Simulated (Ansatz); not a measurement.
# Preparing MgH2 (P4_2/mnm) as a host crystal, part 3 of 3

Aim: the runs on the perfect crystal MgH2 (P4_2/mnm) that a defect calculation needs first.

Ansatz 0.2.0; plane-wave PAW DFT, PBEsol; relaxation of the host's cell and atoms (the session's first sound run).

So far. Step 3 (Dielectric tensors of the host): The principal values of the electronic dielectric tensor are 4.16, 4.16 and 4.21. The principal values of the static dielectric tensor are 8.50, 11.89 and 11.89.

## 5. Defect free supercell relaxed from displaced atoms

This step: plane-wave PAW DFT, PBEsol; relaxation of the defect-free supercell from random displacements, a test of the host's stability (Ansatz 0.2.0).

pristine.rattled/input.yaml

```yaml
crystal:
  lattice:
    - [8.9543703058, 0.0, 0.0]
    - [0.0, 8.9543703058, 0.0]
    - [0.0, 0.0, 9.023222099]
  atoms:
    - { symbol: Mg, position: [0.25, 0.25, 0.1666666667] }
    - { symbol: Mg, position: [0.0, 0.0, 0.0] }
    - { symbol: H, position: [0.3477718752, 0.3477718752, 0.0] }
    - { symbol: H, position: [0.4022281248, 0.0977718752, 0.1666666667] }
    - { symbol: H, position: [0.1522281248, 0.1522281248, 0.0] }
    - { symbol: H, position: [0.0977718752, 0.4022281248, 0.1666666667] }
    - { symbol: Mg, position: [0.25, 0.25, 0.5] }
    - { symbol: Mg, position: [0.0, 0.0, 0.3333333333] }
    - { symbol: H, position: [0.3477718752, 0.3477718752, 0.3333333333] }
    - { symbol: H, position: [0.4022281248, 0.0977718752, 0.5] }
    - { symbol: H, position: [0.1522281248, 0.1522281248, 0.3333333333] }
    - { symbol: H, position: [0.0977718752, 0.4022281248, 0.5] }
    - { symbol: Mg, position: [0.25, 0.25, 0.8333333333] }
    - { symbol: Mg, position: [0.0, 0.0, 0.6666666667] }
    - { symbol: H, position: [0.3477718752, 0.3477718752, 0.6666666667] }
    - { symbol: H, position: [0.4022281248, 0.0977718752, 0.8333333333] }
    - { symbol: H, position: [0.1522281248, 0.1522281248, 0.6666666667] }
    - { symbol: H, position: [0.0977718752, 0.4022281248, 0.8333333333] }
    - { symbol: Mg, position: [0.25, 0.75, 0.1666666667] }
    - { symbol: Mg, position: [0.0, 0.5, 0.0] }
    - { symbol: H, position: [0.3477718752, 0.8477718752, 0.0] }
    - { symbol: H, position: [0.4022281248, 0.5977718752, 0.1666666667] }
    - { symbol: H, position: [0.1522281248, 0.6522281248, 0.0] }
    - { symbol: H, position: [0.0977718752, 0.9022281248, 0.1666666667] }
    - { symbol: Mg, position: [0.25, 0.75, 0.5] }
    - { symbol: Mg, position: [0.0, 0.5, 0.3333333333] }
    - { symbol: H, position: [0.3477718752, 0.8477718752, 0.3333333333] }
    - { symbol: H, position: [0.4022281248, 0.5977718752, 0.5] }
    - { symbol: H, position: [0.1522281248, 0.6522281248, 0.3333333333] }
    - { symbol: H, position: [0.0977718752, 0.9022281248, 0.5] }
    - { symbol: Mg, position: [0.25, 0.75, 0.8333333333] }
    - { symbol: Mg, position: [0.0, 0.5, 0.6666666667] }
    - { symbol: H, position: [0.3477718752, 0.8477718752, 0.6666666667] }
    - { symbol: H, position: [0.4022281248, 0.5977718752, 0.8333333333] }
    - { symbol: H, position: [0.1522281248, 0.6522281248, 0.6666666667] }
    - { symbol: H, position: [0.0977718752, 0.9022281248, 0.8333333333] }
    - { symbol: Mg, position: [0.75, 0.25, 0.1666666667] }
    - { symbol: Mg, position: [0.5, 0.0, 0.0] }
    - { symbol: H, position: [0.8477718752, 0.3477718752, 0.0] }
    - { symbol: H, position: [0.9022281248, 0.0977718752, 0.1666666667] }
    - { symbol: H, position: [0.6522281248, 0.1522281248, 0.0] }
    - { symbol: H, position: [0.5977718752, 0.4022281248, 0.1666666667] }
    - { symbol: Mg, position: [0.75, 0.25, 0.5] }
    - { symbol: Mg, position: [0.5, 0.0, 0.3333333333] }
    - { symbol: H, position: [0.8477718752, 0.3477718752, 0.3333333333] }
    - { symbol: H, position: [0.9022281248, 0.0977718752, 0.5] }
    - { symbol: H, position: [0.6522281248, 0.1522281248, 0.3333333333] }
    - { symbol: H, position: [0.5977718752, 0.4022281248, 0.5] }
    - { symbol: Mg, position: [0.75, 0.25, 0.8333333333] }
    - { symbol: Mg, position: [0.5, 0.0, 0.6666666667] }
    - { symbol: H, position: [0.8477718752, 0.3477718752, 0.6666666667] }
    - { symbol: H, position: [0.9022281248, 0.0977718752, 0.8333333333] }
    - { symbol: H, position: [0.6522281248, 0.1522281248, 0.6666666667] }
    - { symbol: H, position: [0.5977718752, 0.4022281248, 0.8333333333] }
    - { symbol: Mg, position: [0.75, 0.75, 0.1666666667] }
    - { symbol: Mg, position: [0.5, 0.5, 0.0] }
    - { symbol: H, position: [0.8477718752, 0.8477718752, 0.0] }
    - { symbol: H, position: [0.9022281248, 0.5977718752, 0.1666666667] }
    - { symbol: H, position: [0.6522281248, 0.6522281248, 0.0] }
    - { symbol: H, position: [0.5977718752, 0.9022281248, 0.1666666667] }
    - { symbol: Mg, position: [0.75, 0.75, 0.5] }
    - { symbol: Mg, position: [0.5, 0.5, 0.3333333333] }
    - { symbol: H, position: [0.8477718752, 0.8477718752, 0.3333333333] }
    - { symbol: H, position: [0.9022281248, 0.5977718752, 0.5] }
    - { symbol: H, position: [0.6522281248, 0.6522281248, 0.3333333333] }
    - { symbol: H, position: [0.5977718752, 0.9022281248, 0.5] }
    - { symbol: Mg, position: [0.75, 0.75, 0.8333333333] }
    - { symbol: Mg, position: [0.5, 0.5, 0.6666666667] }
    - { symbol: H, position: [0.8477718752, 0.8477718752, 0.6666666667] }
    - { symbol: H, position: [0.9022281248, 0.5977718752, 0.8333333333] }
    - { symbol: H, position: [0.6522281248, 0.6522281248, 0.6666666667] }
    - { symbol: H, position: [0.5977718752, 0.9022281248, 0.8333333333] }
basis:
  ecutwfc: 420
  xc_grid: 2
hamiltonian:
  xc: pbesol
kpoints:
  mp_grid: { grid: [1, 1, 1], shift: [0.25, 0.25, 0.25] }
scf:
  occupations: { method: fermi_dirac, width: 0.01 }
  max_iter: 80
output:
  forces: true
relax:
  f_tol: 0.01
  max_steps: 120
  random_displacement: { amplitude: 0.08, seed: 7384 }
checkpoint:
  write: "../pristine.rattled.run"
  compress: false
  write_wavefunctions: false
  write_every: 100000
```

On the command line:

```sh
> ansatz run input.yaml --threads 8 --pin off --max-ram 13189MiB --backend cpu --events-out ev --progress --plain --runs-dir out
```

Numbers of over 12 decimals in the logs are rounded to 6 here.

What it wrote:

```text
[...]
Crystal: 72 atoms, lattice volume = 723.489 Å³
Basis set: ecut = 420 eV, 14111 PW (Γ), exchange–correlation on 120×120×128 points (8 copies of the dense FFT grid, shifted against one another)
Bands: 216, of which v1, the nominal top of the filled ones, is band 144 counted from 1 (143 counted from 0)
Symmetry: 1 space group operations
k-points: 1
[...]
SCF iter   1: F=—  HF=-46652.399793 eV  |F-HF|=—  |Δ(HF+E_count)|=         —  Δρ=7.70e-3  dr2=3.10e-1  ethr=1.77e-3  ⟨swp⟩=6.0  Hψ=989  notcnv=0  defer=37
[...]
SCF iter   6: F=-46652.291067 eV  HF=-46652.291067 eV  |F-HF|=3.33e-9  |Δ(HF+E_count)|=   3.28e-7  Δρ=2.04e-6  dr2=2.60e-8  ethr=2.34e-10  ⟨swp⟩=1.0  Hψ=513  notcnv=0
SCF 1 converged in 6 iterations: F = -46652.291067 eV  dr2 = 2.60e-8
[...]
relax step   1: F+E_penalty+E_count = -46652.29106746 eV  Δ(F+E_penalty+E_count) = +0.000e0 eV  max|allowed force component| = 7.497e-1 eV/Å  Δτ_max = 0.0000 Å  (6 SCF iters, dr2 threshold 2.50e-6 eV, accepted)
[...]
relax step   2: F+E_penalty+E_count = -46653.00236577 eV  Δ(F+E_penalty+E_count) = -7.113e-1 eV  max|allowed force component| = 4.889e-1 eV/Å  Δτ_max = 0.1948 Å  (5 SCF iters, dr2 threshold 3.51e-5 eV, accepted)
relax step   3: F+E_penalty+E_count = -46653.45534957 eV  Δ(F+E_penalty+E_count) = -4.530e-1 eV  max|allowed force component| = 1.353e-2 eV/Å  Δτ_max = 0.1113 Å  (5 SCF iters, dr2 threshold 1.49e-5 eV, accepted)
relax step   4: F+E_penalty+E_count = -46653.45534975 eV  Δ(F+E_penalty+E_count) = -1.851e-7 eV  max|allowed force component| = 1.363e-2 eV/Å  Δτ_max = 0.0000 Å  (3 SCF iters, accepted)
SCF iter   1: F=—  HF=-46653.455778 eV  |F-HF|=—  |Δ(HF+E_count)|=         —  Δρ=5.47e-4  dr2=1.51e-3  ethr=6.79e-6  ⟨swp⟩=3.0  Hψ=315  notcnv=0  defer=67
[...]
SCF iter   5: F=-46653.456226 eV  HF=-46653.456226 eV  |F-HF|=5.75e-10  |Δ(HF+E_count)|=   4.31e-8  Δρ=6.52e-7  dr2=2.25e-9  ethr=2.93e-11  ⟨swp⟩=2.0  Hψ=513  notcnv=0
SCF 5 converged in 5 iterations: F = -46653.456226 eV  dr2 = 2.25e-9
relax step   5: F+E_penalty+E_count = -46653.45622557 eV  Δ(F+E_penalty+E_count) = -8.758e-4 eV  max|allowed force component| = 1.821e-3 eV/Å  Δτ_max = 0.0100 Å  (5 SCF iters, accepted)
SCF converged after 5 iterations
Free energy (F): -46653.456226 eV
[...]
Internal energy: -46653.456226 eV  (E = F + TS)
E sigma→0 (E₀):  -46653.456226 eV
Fermi energy:    3.835072 eV
[...]
--- Forces (eV/Å), atoms counted from 1 ---
  atom   1  Mg    -0.00061108     0.00011250     0.00000843
  atom   2  Mg     0.00027836    -0.00001178    -0.00026605
  atom   3  H      0.00037047    -0.00036986    -0.00165009
  atom   4  H     -0.00013621    -0.00037862     0.00057612
  atom   5  H      0.00007268     0.00048070     0.00113701
  atom   6  H      0.00010318    -0.00010947    -0.00043352
  atom   7  Mg     0.00008854     0.00032043     0.00012859
  atom   8  Mg     0.00012855     0.00028510    -0.00010844
  atom   9  H     -0.00008409    -0.00023546    -0.00149709
  atom  10  H     -0.00033155    -0.00026994     0.00018321
  atom  11  H     -0.00014884     0.00029757     0.00173739
  atom  12  H      0.00008018    -0.00008277     0.00000817
  atom  13  Mg     0.00022477    -0.00027946    -0.00008357
  atom  14  Mg    -0.00023367     0.00013452    -0.00004191
  atom  15  H      0.00069901    -0.00030129    -0.00164924
  atom  16  H     -0.00005414    -0.00026856     0.00061538
  atom  17  H      0.00023781    -0.00000264     0.00154449
  atom  18  H      0.00048781     0.00037541    -0.00036777
  atom  19  Mg     0.00044632     0.00004753    -0.00031545
  atom  20  Mg    -0.00057748     0.00021142    -0.00014338
  atom  21  H      0.00028687    -0.00036701    -0.00182133
  atom  22  H      0.00009707    -0.00057458     0.00030163
  atom  23  H     -0.00022032     0.00025693     0.00174891
  atom  24  H      0.00052218     0.00043616    -0.00029659
  atom  25  Mg    -0.00013717     0.00039941    -0.00020888
  atom  26  Mg    -0.00024156     0.00009312    -0.00007187
  atom  27  H     -0.00002140    -0.00041674    -0.00173034
  atom  28  H     -0.00002799    -0.00001416     0.00015983
  atom  29  H      0.00006458     0.00010149     0.00155572
  atom  30  H     -0.00011287     0.00051588    -0.00034202
  atom  31  Mg     0.00026650     0.00018689    -0.00016068
  atom  32  Mg    -0.00014487     0.00011549     0.00002883
  atom  33  H     -0.00012276    -0.00043911    -0.00165055
  atom  34  H     -0.00036145    -0.00067974     0.00048667
  atom  35  H     -0.00003277     0.00064242     0.00176499
  atom  36  H      0.00014721     0.00045635    -0.00024959
  atom  37  Mg    -0.00009661     0.00012123     0.00023764
  atom  38  Mg     0.00031480     0.00059379     0.00041132
  atom  39  H      0.00003627    -0.00034048    -0.00133318
  atom  40  H      0.00012679    -0.00036122     0.00040348
[...]
atom  61  Mg     0.00032378     0.00003529    -0.00027220
  atom  62  Mg    -0.00017408    -0.00037812     0.00037779
  atom  63  H     -0.00014250    -0.00036888    -0.00126879
  atom  64  H     -0.00003313    -0.00066184     0.00047776
  atom  65  H     -0.00001811     0.00012165     0.00114407
  atom  66  H     -0.00017218     0.00004999    -0.00045598
  atom  67  Mg    -0.00011915     0.00043080    -0.00003607
  atom  68  Mg    -0.00021107     0.00059728     0.00024953
  atom  69  H      0.00034773    -0.00091575    -0.00133128
  atom  70  H     -0.00034133    -0.00048542     0.00068186
  atom  71  H      0.00007614     0.00040685     0.00122002
  atom  72  H      0.00011676     0.00079285    -0.00046451
  max |Σ_I F_I| component: 1.55e-5 eV/Å
--- Relaxed structure (5 steps of the walk, 5 accepted, 0 SCFs on fresh bases) ---
  F+E_penalty+E_count = -46653.45622557 eV   max|allowed force component| = 1.821e-3 eV/Å
  atoms:
    - { symbol: Mg, position: [0.249838, 0.249892, 0.166828] }
    - { symbol: Mg, position: [-0.000223, -0.000110, 0.000161] }
    - { symbol: H, position: [0.347430, 0.347800, 0.000295] }
    - { symbol: H, position: [0.402184, 0.097757, 0.166797] }
    - { symbol: H, position: [0.152149, 0.151984, 4.437809561033948e-5] }
    - { symbol: H, position: [0.097475, 0.402041, 0.166846] }
    - { symbol: Mg, position: [0.249800, 0.249867, 0.500150] }
    - { symbol: Mg, position: [-0.000197, -0.000132, 0.333493] }
    - { symbol: H, position: [0.347492, 0.347749, 0.333645] }
    - { symbol: H, position: [0.402181, 0.097758, 0.500152] }
    - { symbol: H, position: [0.152160, 0.151985, 0.333324] }
    - { symbol: H, position: [0.097458, 0.402028, 0.500137] }
    - { symbol: Mg, position: [0.249773, 0.249871, 0.833500] }
    - { symbol: Mg, position: [-0.000191, -0.000131, 0.666823] }
    - { symbol: H, position: [0.347409, 0.347777, 0.666986] }
    - { symbol: H, position: [0.402148, 0.097749, 0.833468] }
    - { symbol: H, position: [0.152114, 0.152021, 0.666666] }
    - { symbol: H, position: [0.097400, 0.401973, 0.833500] }
    - { symbol: Mg, position: [0.249765, 0.749883, 0.166842] }
    - { symbol: Mg, position: [-0.000179, 0.499871, 0.000156] }
    - { symbol: H, position: [0.347408, 0.847777, 0.000329] }
    - { symbol: H, position: [0.402144, 0.597775, 0.166825] }
    - { symbol: H, position: [0.152165, 0.651978, -6.882877252726705e-8] }
    - { symbol: H, position: [0.097385, 0.901976, 0.166830] }
    - { symbol: Mg, position: [0.249817, 0.749858, 0.500173] }
    - { symbol: Mg, position: [-0.000207, 0.499892, 0.333482] }
    - { symbol: H, position: [0.347455, 0.847769, 0.333654] }
    - { symbol: H, position: [0.402155, 0.597715, 0.500160] }
    - { symbol: H, position: [0.152122, 0.652022, 0.333356] }
    - { symbol: H, position: [0.097451, 0.901993, 0.500176] }
    - { symbol: Mg, position: [0.249796, 0.749877, 0.833494] }
    - { symbol: Mg, position: [-0.000189, 0.499866, 0.666810] }
    - { symbol: H, position: [0.347455, 0.847770, 0.666976] }
    - { symbol: H, position: [0.402208, 0.597800, 0.833463] }
    - { symbol: H, position: [0.152169, 0.651961, 0.666678] }
    - { symbol: H, position: [0.097426, 0.901995, 0.833504] }
    - { symbol: Mg, position: [0.749784, 0.249881, 0.166818] }
    - { symbol: Mg, position: [0.499784, -0.000153, 0.000141] }
    - { symbol: H, position: [0.847460, 0.347766, 0.000309] }
    - { symbol: H, position: [0.902135, 0.097742, 0.166821] }
    - { symbol: H, position: [0.652157, 0.151956, 1.7588561009893612e-5] }
    - { symbol: H, position: [0.597442, 0.402042, 0.166830] }
    - { symbol: Mg, position: [0.749819, 0.249871, 0.500156] }
    - { symbol: Mg, position: [0.499815, -0.000125, 0.333483] }
    - { symbol: H, position: [0.847449, 0.347770, 0.333621] }
    - { symbol: H, position: [0.902164, 0.097741, 0.500136] }
    - { symbol: H, position: [0.652143, 0.152006, 0.333351] }
    - { symbol: H, position: [0.597463, 0.402005, 0.500168] }
    - { symbol: Mg, position: [0.749813, 0.249877, 0.833501] }
    - { symbol: Mg, position: [0.499812, -0.000121, 0.666824] }
    - { symbol: H, position: [0.847449, 0.347771, 0.666963] }
    - { symbol: H, position: [0.902209, 0.097799, 0.833471] }
    - { symbol: H, position: [0.652168, 0.151990, 0.666708] }
    - { symbol: H, position: [0.597450, 0.402013, 0.833537] }
    - { symbol: Mg, position: [0.749811, 0.749900, 0.166826] }
    - { symbol: Mg, position: [0.499787, 0.499922, 0.000158] }
    - { symbol: H, position: [0.847445, 0.847770, 0.000273] }
    - { symbol: H, position: [0.902156, 0.597763, 0.166794] }
    - { symbol: H, position: [0.652170, 0.651988, 3.328818347978388e-5] }
    - { symbol: H, position: [0.597431, 0.901992, 0.166828] }
    - { symbol: Mg, position: [0.749793, 0.749886, 0.500172] }
    - { symbol: Mg, position: [0.499814, 0.499899, 0.333489] }
    - { symbol: H, position: [0.847461, 0.847761, 0.333641] }
    - { symbol: H, position: [0.902170, 0.597777, 0.500145] }
    - { symbol: H, position: [0.652137, 0.652027, 0.333359] }
    - { symbol: H, position: [0.597468, 0.902038, 0.500171] }
    - { symbol: Mg, position: [0.749801, 0.749846, 0.833490] }
    - { symbol: Mg, position: [0.499815, 0.499833, 0.666827] }
    - { symbol: H, position: [0.847402, 0.847820, 0.666978] }
    - { symbol: H, position: [0.902201, 0.597768, 0.833461] }
    - { symbol: H, position: [0.652148, 0.651973, 0.666680] }
    - { symbol: H, position: [0.597401, 0.901945, 0.833504] }
```

Elapsed: 20 s, on 8 threads of Arm Neoverse N1, shared host; peak memory 1.1 GiB.

The steps of the relaxation:

| step | energy less that of the first step (eV) | largest force component (eV/Å) |
| --- | --- | --- |
| 1 | 0.0000 | 0.7497 |
| 2 | -0.7113 | 0.4889 |
| 3 | -1.1643 | 0.0135 |
| 4 | -1.1643 | 0.0136 |
| 5 | -1.1652 | 0.0018 |

The relaxation ends 16 meV an atom lower than the displaced start, with a largest force component of 0.0018 eV/Å.

## 6. Summary of results

```yaml
primitive_cell_vectors_lengths: 4.477, 4.477, 3.008 Å
electronic_dielectric_constant: principal values (4.16, 4.16, 4.21)
static_dielectric_constant: principal values (8.50, 11.89, 11.89)
gap_on_the_k_mesh_of_the_response_run_pbesol: 3.57 eV
supercell_relaxed_in_its_symmetry_less_the_displaced_and_relaxed_one: 0.000 eV
```

What this shows: Step 5: The energy fell by 1.165 eV from the randomly displaced start; the atoms end within 0.005 Å of the sites as typed, once the mean shift is taken out. The displaced cell ends within 0.01 eV of the symmetric one relaxed in its symmetry, so no lower structure shows in this supercell. The k-mesh can miss the band edges, so this gap is an upper bound at this level. All at zero temperature.

[Logs are printed without paths, hosts, clocks, repeated set-up lines and the standing remarks that a program may print on its own settings, such as how far it seeks lower states.]

[Hosts, paths, dates, database ids (printed as entryN), source tags and the programs' standing remarks are cut or masked in the printed files.]

[Runs of the host that timed out are not shown.]

[For some hosts the program warned that the k-mesh of the response run may be too coarse for force constants and the static dielectric constant; such warnings are not always shown.]
